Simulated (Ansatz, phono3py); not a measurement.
# Scattering channels in NaCl (Fm-3m), one at a time, part 4 of 5

Aim: with force constants in hand, see how mesh, solver, isotopes and boundaries change the conductivity of NaCl.

What experiment has found for this phase:
- thermal conductivity 7.1 W/m/K near room temperature (given in “Combining the AFLOW GIBBS and Elastic Libraries to efficiently and robustly screen thermo-mechanical properties of solids”, 2017, arXiv:1611.05714)
- thermal conductivity 7.1 W/m/K near room temperature (given in “Predicting the lattice thermal conductivity of solids by solving the Boltzmann transport equation: AFLOW - AAPL an automated, accurate and efficient framework”, 2017, arXiv:1611.05481)

phono3py 4.10.0; DFT LDA, scalar-relativistic, plane waves, PAW; PAW set soft_1; phono3py on Ansatz's force constants.

So far, κ at 300 K (W/m/K): step 2 (relaxation-time solution) 9.66; step 14 (boundary mean free path 10 micrometre) 9.58; step 15 (solver LBTE) 11.5; step 16 (solver RTA with coherences (SMM19)) 9.79; step 17 (delta function Gaussian, sigma 0.4 THz) 9.03.

The database entry behind the starting cell differs from later determinations by our own check (an axis about 0.4 % short against later determinations), so it need not match the best structure at ambient conditions.

## Step 18: Gaussian smearing, third order supercell 3×3×3, supercell 6×6×6 (run 2)

A Gaussian replaces the tetrahedron method for energy conservation; its width must match the mesh.

Input file phono3py.yaml:

```yaml
phono3py:
  version: "4.10.0"
  frequency_unit_conversion_factor: 15.633302
  symmetry_tolerance: 1.00000e-05

physical_unit:
  atomic_mass: "AMU"
  length: "angstrom"

space_group:
  type: "Fm-3m"
  number: 225
  Hall_symbol: "-F 4 2 3"

primitive_matrix:
- [  1.000000000000000,  0.000000000000000,  0.000000000000000 ]
- [  0.000000000000000,  1.000000000000000,  0.000000000000000 ]
- [  0.000000000000000,  0.000000000000000,  1.000000000000000 ]

supercell_matrix:
- [   3,   0,   0 ]
- [   0,   3,   0 ]
- [   0,   0,   3 ]

# [primitive_cell block left out]
unit_cell:
  lattice:
  - [     0.000000000000000,     2.732237653900000,     2.732237653900000 ] # a
  - [     2.732237653900000,     0.000000000000000,     2.732237653900000 ] # b
  - [     2.732237653900000,     2.732237653900000,     0.000000000000000 ] # c
  points:
  - symbol: Na # 1
    coordinates: [  0.000000000000000,  0.000000000000000,  0.000000000000000 ]
    mass: 22.989769
    reduced_to: 1
  - symbol: Cl # 2
    coordinates: [  0.500000000000000,  0.500000000000000,  0.500000000000000 ]
    mass: 35.450000
    reduced_to: 2

# [supercell block left out]
phonon_supercell_matrix:
- [   6,   0,   0 ]
- [   0,   6,   0 ]
- [   0,   0,   6 ]

# [phonon_primitive_cell block left out]
# [phonon_supercell block left out]
nac:
  born_effective_charge:
  - # 1 (Na)
    - [  1.071467268649414,  0.000000000000000,  0.000000000000000 ]
    - [  0.000000000000000,  1.071467268649414,  0.000000000000000 ]
    - [  0.000000000000000,  0.000000000000000,  1.071467268649414 ]
  - # 2 (Cl)
    - [ -1.071467268649414,  0.000000000000000,  0.000000000000000 ]
    - [  0.000000000000000, -1.071467268649414,  0.000000000000000 ]
    - [  0.000000000000000,  0.000000000000000, -1.071467268649414 ]
  dielectric_constant:
    - [  2.665497813049287,  0.000000000000000,  0.000000000000000 ]
    - [  0.000000000000000,  2.665497813049287,  0.000000000000000 ]
    - [  0.000000000000000,  0.000000000000000,  2.665497813049287 ]
  unit_conversion_factor: 14.399645
```

Launch:

```bash
phono3py phono3py.yaml --mesh 19 19 19 --br --isotope --sigma 1 --ts 100 300 600
```

What it wrote:

```text
[banner, memory and clock lines left out]
Rust backend (phonors) using rayon (8 threads).
Running in phono3py.load mode.
Spglib version 2.8.0
----------------------------- General settings -----------------------------
Run mode: conductivity-RTA
HDF5 data compression filter: gzip
Crystal structure was read from "phono3py.yaml".
Supercell (dim): [3 3 3]
Phonon supercell (dim-fc2): [6 6 6]
Primitive matrix:
  [1. 0. 0.]
  [0. 1. 0.]
  [0. 0. 1.]
Spacegroup: Fm-3m (225)
Use -v option to watch primitive cell, unit cell, and supercell structures.
[...]
6.084   (   2.346    2.880    0.000)    3.714
   6.123   (   0.472   -3.023   -0.000)    3.060
=================== End of collection of collisions ===================
----------- Thermal conductivity (W/m-k) for sigma=1.0 -----------
#  T(K)        xx         yy         zz         yz         xz         xy
  100.0      27.839     27.839     27.839      0.000     -0.000     -0.000
  300.0       8.733      8.733      8.733      0.000     -0.000     -0.000
  600.0       4.376      4.376      4.376      0.000     -0.000     -0.000

Thermal conductivity related properties and sigma 1.0
were written into "kappa-m191919-s1.hdf5".
Summary of calculation was written in "phono3py.yaml".
```

Run time: 18 s. Hardware: 8 threads of Arm Neoverse V2, shared host; peak memory 0.28 GiB.

This step gave:

```yaml
kappa_at_300_k: 8.733 W/m/K
kappa_xx_yy_zz_at_300_k: 8.733, 8.733, 8.733 W/m/K
```

W/m/K. Kappa, by row:

```
T (K)     xx     yy     zz  yz  xz  xy
  100  27.84  27.84  27.84   0   0   0
  300  8.733  8.733  8.733   0   0   0
  600  4.376  4.376  4.376   0   0   0
```

With a width of 1 THz κ at 300 K is 8.73 W/(m K), -9.6 % from the tetrahedron value; a width this large blurs energy conservation.

Between step 17 and this run (sigma 1 THz) the value for the κ at 300 K moves from 9.03 W/m/K to 8.73 W/m/K (-3 %).

## Step 19: Two-phonon phase space, third order supercell 3×3×3, supercell 6×6×6

The two-phonon density of states counts the channels open to a mode, without matrix elements.

phono3py.yaml is that of step 18.

Launch:

```bash
phono3py phono3py.yaml --mesh 23 23 23 --jdos --gp 0 --num-freq-points 80
```

What it wrote:

```text
[banner, memory and clock lines left out]
Rust backend (phonors) using rayon (8 threads).
Running in phono3py.load mode.
Spglib version 2.8.0
----------------------------- General settings -----------------------------
Run mode: jdos
HDF5 data compression filter: gzip
Crystal structure was read from "phono3py.yaml".
Supercell (dim): [3 3 3]
Phonon supercell (dim-fc2): [6 6 6]
Primitive matrix:
  [1. 0. 0.]
  [0. 1. 0.]
  [0. 0. 1.]
Spacegroup: Fm-3m (225)
Use -v option to watch primitive cell, unit cell, and supercell structures.
NAC parameters were read from "phono3py.yaml".
fc3 was read from "fc3.hdf5".
fc2 was read from "fc2.hdf5".
----------------------------- Force constants ------------------------------
Max drift of fc3: -0.00000000 (zzz) -0.00000000 (zzz) -0.00000000 (zzz)
Max drift of fc2: 0.00000000 (yy) 0.00000000 (yy)
--------------------------- Calculation settings ---------------------------
Non-analytical term correction (NAC): True
NAC unit conversion factor:  14.39964
BZ integration: Tetrahedron-method
Cutoff frequency: 0.01
Number of frequency sampling points: 80
Mesh sampling: [ 23 23 23 ]
Generating grid system ... [ 23 23 23 ]
  PRB 50, 13035(R) (1994), PRB 55, 10355 (1997)
  G-cutoff distance: 1.21, Number of G-points: 307, Lambda: 0.21
--------------------------------- Joint DOS ---------------------------------
Running harmonic phonon calculations...
======================= Grid point 0 (1/1) =======================
q-point: ( 0.00  0.00  0.00)
Number of triplets: 364
Frequency
   0.000
   0.000
   0.000
   5.646
   5.646
   5.646
Tetrahedron method is used.
Calculations at 80 frequency points are divided into 8 batches.
1/8: [ 1  2  3  4  5  6  7  8  9 10]
2/8: [11 12 13 14 15 16 17 18 19 20]
3/8: [21 22 23 24 25 26 27 28 29 30]
4/8: [31 32 33 34 35 36 37 38 39 40]
5/8: [41 42 43 44 45 46 47 48 49 50]
6/8: [51 52 53 54 55 56 57 58 59 60]
7/8: [61 62 63 64 65 66 67 68 69 70]
8/8: [71 72 73 74 75 76 77 78 79 80]
JDOS is written into "jdos-m232323-g0.dat".
```

Run time: 2.8 s. Hardware: 8 threads; peak memory 0.28 GiB; 3.6 s of CPU time.

Joint density of states at Gamma against frequency; read off at these points:

```
frequency (THz)  absorption class (1/THz)  decay class (1/THz)
           0.00                      1.03                    0
           0.21                      10.1               4.4e-4
           0.62                      10.1              0.00396
           1.03                      10.4               0.0165
           1.64                      9.80               0.0483
           2.26                      8.77               0.0979
           2.88                      5.65                0.168
           3.29                      4.50                0.231
           3.90                      1.68                0.360
           4.52                     0.880                0.560
           5.13                     0.462                0.936
           5.55                     0.316                 1.05
           6.16                     0.200                 1.29
           6.78                     0.106                 2.78
           7.19                    0.0587                 5.03
           7.80                         0                 4.83
           8.42                         0                 8.34
           9.04                         0                 6.61
           9.45                         0                 6.77
          10.06                         0                 6.81
          10.68                         0                 4.54
          11.09                         0                 4.08
          11.71                         0                 4.76
          12.32                         0                 1.95
          12.94                         0                0.877
          13.35                         0                0.640
          13.97                         0                0.163
          14.58                         0                0.119
          15.20                         0               0.0848
          15.61                         0               0.0627
          16.22                         0                    0
```

The most distinct maxima of the joint density of states at Gamma (absorption class) lie at 1.03 and 1.64 THz, the highest at 1.03 THz.

## Step 20: Without the dipole term, third order supercell 3×3×3, supercell 6×6×6

Dropping the dipole term tests how much its part of the interpolation matters for κ.

phono3py.yaml is that of step 19.

Launch:

```bash
phono3py phono3py.yaml --mesh 19 19 19 --br --isotope --nonac --ts 100 300 600
```

What it wrote:

```text
Rust backend (phonors) using rayon (8 threads).
Running in phono3py.load mode.
Spglib version 2.8.0
----------------------------- General settings -----------------------------
Run mode: conductivity-RTA
HDF5 data compression filter: gzip
Crystal structure was read from "phono3py.yaml".
Supercell (dim): [3 3 3]
Phonon supercell (dim-fc2): [6 6 6]
Primitive matrix:
  [1. 0. 0.]
  [0. 1. 0.]
  [0. 0. 1.]
Spacegroup: Fm-3m (225)
Use -v option to watch primitive cell, unit cell, and supercell structures.
fc3 was read from "fc3.hdf5".
fc2 was read from "fc2.hdf5".
----------------------------- Force constants ------------------------------
Max drift of fc3: -0.00000000 (zzz) -0.00000000 (zzz) -0.00000000 (zzz)
Max drift of fc2: 0.00000000 (yy) 0.00000000 (yy)
--------------------------- Calculation settings ---------------------------
BZ integration: Tetrahedron-method
Temperature:  100.0  300.0  600.0
Cutoff frequency: 0.01
Mesh sampling: [ 19 19 19 ]
Generating grid system ... [ 19 19 19 ]
fc3-r2q-transformation over three atoms: True
--------------------------- Phonon calculations ----------------------------
Running harmonic phonon calculations...
-------------------- Lattice thermal conductivity (RTA) --------------------
Running heat capacity calculations...
Running velocity calculations...
Running isotope scattering calculations with tetrahedron method...
======================= Grid point 0 (1/220) =======================
q-point: ( 0.00  0.00  0.00)
Boundary mean free path (millimeter): 1000.000
Mass variance parameters: 0.00e+00 5.83e-04
Number of triplets: 220
Frequency     group velocity (x, y, z)     |gv|
  -0.000   (   0.000    0.000    0.000)    0.000
   0.000   (   0.000    0.000    0.000)    0.000
   0.000   (   0.000    0.000    0.000)    0.000
   5.646   (   0.000    0.000    0.000)    0.000
   5.646   (   0.000    0.000    0.000)    0.000
   5.646   (   0.000    0.000    0.000)    0.000
======================= Grid point 1 (2/220) =======================
q-point: ( 0.05  0.00  0.00)
Boundary mean free path (millimeter): 1000.000
Mass variance parameters: 0.00e+00 5.83e-04
Number of triplets: 670
Frequency     group velocity (x, y, z)     |gv|
   0.528   ( -18.088   18.088   18.088)   31.330
   0.528   ( -18.088   18.088   18.088)   31.330
   0.756   ( -26.047   26.047   26.047)   45.115
   5.637   (   0.665   -0.665   -0.665)    1.152
   5.637   (   0.665   -0.665   -0.665)    1.152
   6.110   ( -28.960   28.960   28.960)   50.160
[217 grid points left out]
======================= Grid point 1647 (220/220) =======================
q-point: (-0.26  0.47  0.21)
Boundary mean free path (millimeter): 1000.000
Mass variance parameters: 0.00e+00 5.83e-04
Number of triplets: 1810
Frequency     group velocity (x, y, z)     |gv|
   3.373   (  -5.061   14.001    0.000)   14.888
   3.475   (   1.382  -13.727   -0.000)   13.796
   4.427   (  -1.558    9.708    0.000)    9.832
   5.150   (  -0.337   -6.529   -0.000)    6.538
   6.089   (   2.418    3.032    0.000)    3.878
   6.127   (   0.711   -2.978   -0.000)    3.062
=================== End of collection of collisions ===================
----------- Thermal conductivity (W/m-k) with tetrahedron method -----------
#  T(K)        xx         yy         zz         yz         xz         xy
  100.0      28.782     28.782     28.782      0.000     -0.000     -0.000
  300.0       9.718      9.718      9.718      0.000     -0.000     -0.000
  600.0       4.937      4.937      4.937      0.000     -0.000     -0.000

Thermal conductivity related properties were written into
"kappa-m191919.hdf5".
Summary of calculation was written in "phono3py.yaml".
```

Run time: 21 s. Hardware: 8 threads; peak memory 0.28 GiB; 2.3 min of CPU time.

Numbers from this step:

* κ at 300 K: 9.718 W/m/K
* κ xx, yy, zz at 300 K: 9.718, 9.718, 9.718 W/m/K

W/m/K. Kappa, by row:

```
T (K)     xx     yy     zz  yz  xz  xy
  100  28.78  28.78  28.78   0   0   0
  300  9.718  9.718  9.718   0   0   0
  600  4.937  4.937  4.937   0   0   0
```

κ at 300 K goes from 9.66 to 9.72 W/(m K). Only the interpolation between the solved wavevectors changes, and the fewer these are, the more it matters.

## Step 21: A changed mass, third order supercell 3×3×3, supercell 6×6×6

Changing one mass at fixed force constants separates the effect of mass from that of bonding.

phono3py.yaml is that of step 20.

Launch:

```bash
phono3py phono3py.yaml --mesh 19 19 19 --br --mass 68.969 35.450 --ts 100 300 600
```

What it wrote:

```text
[banner, memory and clock lines left out]
Rust backend (phonors) using rayon (8 threads).
Running in phono3py.load mode.
Spglib version 2.8.0
----------------------------- General settings -----------------------------
Run mode: conductivity-RTA
HDF5 data compression filter: gzip
Crystal structure was read from "phono3py.yaml".
Supercell (dim): [3 3 3]
Phonon supercell (dim-fc2): [6 6 6]
Primitive matrix:
  [1. 0. 0.]
  [0. 1. 0.]
  [0. 0. 1.]
Spacegroup: Fm-3m (225)
Use -v option to watch primitive cell, unit cell, and supercell structures.
NAC parameters were read from "phono3py.yaml".
fc3 was read from "fc3.hdf5".
fc2 was read from "fc2.hdf5".
----------------------------- Force constants ------------------------------
Max drift of fc3: -0.00000000 (zzz) -0.00000000 (zzz) -0.00000000 (zzz)
Max drift of fc2: 0.00000000 (yy) 0.00000000 (yy)
--------------------------- Calculation settings ---------------------------
Non-analytical term correction (NAC): True
NAC unit conversion factor:  14.39964
BZ integration: Tetrahedron-method
Temperature:  100.0  300.0  600.0
Cutoff frequency: 0.01
Mesh sampling: [ 19 19 19 ]
Generating grid system ... [ 19 19 19 ]
fc3-r2q-transformation over three atoms: True
--------------------------- Phonon calculations ----------------------------
  PRB 50, 13035(R) (1994), PRB 55, 10355 (1997)
  G-cutoff distance: 1.21, Number of G-points: 307, Lambda: 0.21
Running harmonic phonon calculations...
-------------------- Lattice thermal conductivity (RTA) --------------------
Running heat capacity calculations...
Running velocity calculations...
======================= Grid point 0 (1/220) =======================
q-point: ( 0.00  0.00  0.00)
Boundary mean free path (millimeter): 1000.000
Number of triplets: 220
Frequency     group velocity (x, y, z)     |gv|
   0.000   (   0.000    0.000    0.000)    0.000
   0.000   (   0.000    0.000    0.000)    0.000
   0.000   (   0.000    0.000    0.000)    0.000
   4.357   (   0.000    0.000    0.000)    0.000
   4.357   (   0.000    0.000    0.000)    0.000
   4.357   (   0.000    0.000    0.000)    0.000
======================= Grid point 1 (2/220) =======================
q-point: ( 0.05  0.00  0.00)
Boundary mean free path (millimeter): 1000.000
Number of triplets: 670
Frequency     group velocity (x, y, z)     |gv|
   0.390   ( -13.404   13.404   13.404)   23.217
   0.390   ( -13.404   13.404   13.404)   23.217
   0.567   ( -19.519   19.519   19.519)   33.809
   4.349   (   0.551   -0.551   -0.551)    0.955
   4.349   (   0.551   -0.551   -0.551)    0.955
   6.227   (   0.850   -0.850   -0.850)    1.473
[217 grid points left out]
======================= Grid point 1647 (220/220) =======================
q-point: (-0.26  0.47  0.21)
Boundary mean free path (millimeter): 1000.000
Number of triplets: 1810
Frequency     group velocity (x, y, z)     |gv|
   2.345   (  -2.131    7.972    0.000)    8.252
   2.404   (   0.795   -7.213   -0.000)    7.257
   2.955   (  -2.567    3.608    0.000)    4.428
   4.428   (   1.805   -1.757   -0.000)    2.519
   5.109   (   0.351    5.392    0.000)    5.403
   5.160   (   0.747   -5.443   -0.000)    5.493
=================== End of collection of collisions ===================
----------- Thermal conductivity (W/m-k) with tetrahedron method -----------
#  T(K)        xx         yy         zz         yz         xz         xy
  100.0      13.835     13.835     13.835      0.000     -0.000     -0.000
  300.0       4.227      4.227      4.227      0.000     -0.000     -0.000
  600.0       2.097      2.097      2.097      0.000     -0.000     -0.000

Thermal conductivity related properties were written into
"kappa-m191919.hdf5".
Summary of calculation was written in "phono3py.yaml".
```

The job ended after 19 s (8 threads; peak memory 0.28 GiB).

This step gave:

```
κ at 300 K            : 4.227 W/m/K
κ xx, yy, zz at 300 K : 4.227, 4.227, 4.227 W/m/K
```

W/m/K. Kappa, by row:

```
T (K)     xx     yy     zz  yz  xz  xy
  100  13.83  13.83  13.83   0   0   0
  300  4.227  4.227  4.227   0   0   0
  600  2.097  2.097  2.097   0   0   0
```

Without isotope scattering in either run, κ at 300 K goes from 10.1 to 4.23 W/(m K).

[end of part 4 of 5]

[Logs are printed without paths, hosts, clocks, repeated set-up lines and the standing remarks that a program may print on its own settings, such as how far it seeks lower states.]

[Hosts, paths, dates, database ids (printed as entryN), source tags and the programs' standing remarks are cut or masked in the printed files.]

[A step with changed settings may run another functional than the one named; its input shows which.]
